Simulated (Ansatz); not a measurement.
An input for Ansatz 0.2.0 (Ge2Sb2Te5 (P-3m1)):

```yaml
crystal:
  lattice:
    - [4.2940644248, 0.0, 0.0]
    - [-2.1470322124, 3.7187688774, 0.0]
    - [0.0, 0.0, 17.101346]
  atoms:
    - { symbol: Ge, position: [0.33333333, 0.66666667, 0.897105] }
    - { symbol: Ge, position: [0.66666667, 0.33333333, 0.102895] }
    - { symbol: Sb, position: [0.0, 0.0, 0.679932] }
    - { symbol: Sb, position: [0.0, 0.0, 0.320068] }
    - { symbol: Te, position: [0.0, 0.0, 0.0] }
    - { symbol: Te, position: [0.66666667, 0.33333333, 0.798458] }
    - { symbol: Te, position: [0.33333333, 0.66666667, 0.201542] }
    - { symbol: Te, position: [0.33333333, 0.66666667, 0.580108] }
    - { symbol: Te, position: [0.66666667, 0.33333333, 0.419892] }
kpoints:
  mp_grid: { grid: [6, 6, 2] }
hamiltonian:
  xc: pbe
  pseudopotentials: { kind: paw, azcp: { folder: soft_1 } }
scf:
  occupations: { method: fixed }
gw:
  n_empty_bands: 477
  ecut_chi: 84
  qp_bands: [v3, c3]
  qp_kpoints: band_edges
  screening: { model: contour_deformation }
```

```sh
ansatz run input.yaml --threads 3 --pin off --max-ram 92160MiB --backend cuda --events-out ev --progress --plain --runs-dir out --devices 1 --max-vram 13GiB
```

Q: How long will it take on 1 × NVIDIA H100 80GB HBM3 (shared by 6 runs) with 3 threads of AMD EPYC 7R13 (Zen 3), shared host, and how much memory?

It took 1.7 min; on shared hardware allow 51 s to 3.4 min. Peak host memory was 2.6 GiB. The sizes that set the cost: 5295 plane waves a state, 14 irreducible k points, 546 bands summed, 463 plane waves in the screening and 11 SCF cycles.

The screening grows as filled bands × empty bands × pairs of k points, times the square of the screening basis for the matrix.

[Paths, hosts, dates, memory and timing lines, banners, echoed tables and standing remarks are left out of the program output.]

[Logs are printed without paths, hosts, clocks, repeated set-up lines and the standing remarks that a program may print on its own settings, such as how far it seeks lower states.]

[Runs of the session that timed out or met a known fault of the program may be left out.]

[Cells called generated may have been cut or substituted from an entry of the Crystallography Open Database or the Materials Project.]

[Hosts, paths, dates, database ids (printed as entryN), source tags and the programs' standing remarks are cut or masked in the printed files.]
